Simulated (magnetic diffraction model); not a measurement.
# Lu2CrIr2: the ordered moment from one line

Space group Immm (no. 71), a = 4.0640 Å, b = 5.2940 Å, c = 8.1270 Å.

```
site  atom    x       y       z
  4h    Ir  1/2  0.7380       0
  4j    Lu    0     1/2  0.7963
  2a    Cr    0       0       0
```

This is a made-up structure (elements placed in a structure type, unrelaxed), so the numbers test the method and describe no known phase.

Only Cr is taken to order (form factors of Cr2+); orders and moment sizes are assumed, and not adapted to the symmetry. Radiation: neutrons of λ = 2.0775 Å (absorption by Ir left out), 8° to 75°; isotropic B of 0.61 Å² (Ir), 0.53 Å² (Lu) and 0.8 Å² (Cr). The intensities are simulated: I ∝ L Σ (|F_N|² + |F_M⊥|²) for unpolarised neutrons, with F_M = 2.695 fm/μB × Σ f(s) S exp(2πi Q·r) exp(−B s²) at Q = H ± k (one set where k and −k are equivalent), only the part normal to Q counting and L = 1/(sin²θ cos θ). For collinear order S is the moment m, which repeats by lattice and centring translations R with the sign exp(−2πi k·R). Form factors are spin-only for 3d ions and dipole or tabulated for f ions, scattering lengths are Sears's of 1992, and absorption is left out. A label names one of the reflections at its angle. The strongest nuclear line in the range is 100, and lines under 0.2 are left out.

In a first state the assumed order is k = (1/2 0 1/2), collinear moments along [101], 2.15 μB on Cr, with this pattern:

```csv
2θ (°),index,nuclear,magnetic
16.43,(1/2 0 1/2),0.0,3.5
26.64,(1/2 0 -3/2),0.0,2.4
27.09,(0 1 1),1.1,0.0
28.09,(1/2 1 -1/2),0.0,5.5
29.62,(0 0 2),16.9,0.0
33.21,(1 0 1),30.1,0.0
35.23,(1/2 1 3/2),0.0,1.3
37.59,(1 1 0),11.2,0.0
45.75,(3/2 0 -1/2),0.0,0.6
46.21,(0 2 0),0.4,0.0
46.68,(1/2 1 -5/2),0.0,0.8
48.57,(1 1 2),49.4,0.0
49.37,(1/2 2 1/2),0.0,0.9
51.03,(0 1 3),13.0,0.0
51.62,(3/2 1 1/2),0.0,0.6
54.14,(1/2 2 -3/2),0.0,0.7
```
(The table stops after 16 lines; 14 more lie at higher angle.)

**Question.** Nearer the ordering temperature the line at 28.09° has total intensity 1.4 on the same scale, and all moments have shrunk alike. How large is the Cr moment?

The nuclear part, 0.0, stays, so the magnetic part is 1.4 against 5.5. It goes as m², so m = 2.15 × √(1.4/5.5) = 1.08 μB; the value used was 1.07 μB.

[Logs are printed without paths, hosts, clocks, repeated set-up lines and the standing remarks that a program may print on its own settings, such as how far it seeks lower states.]
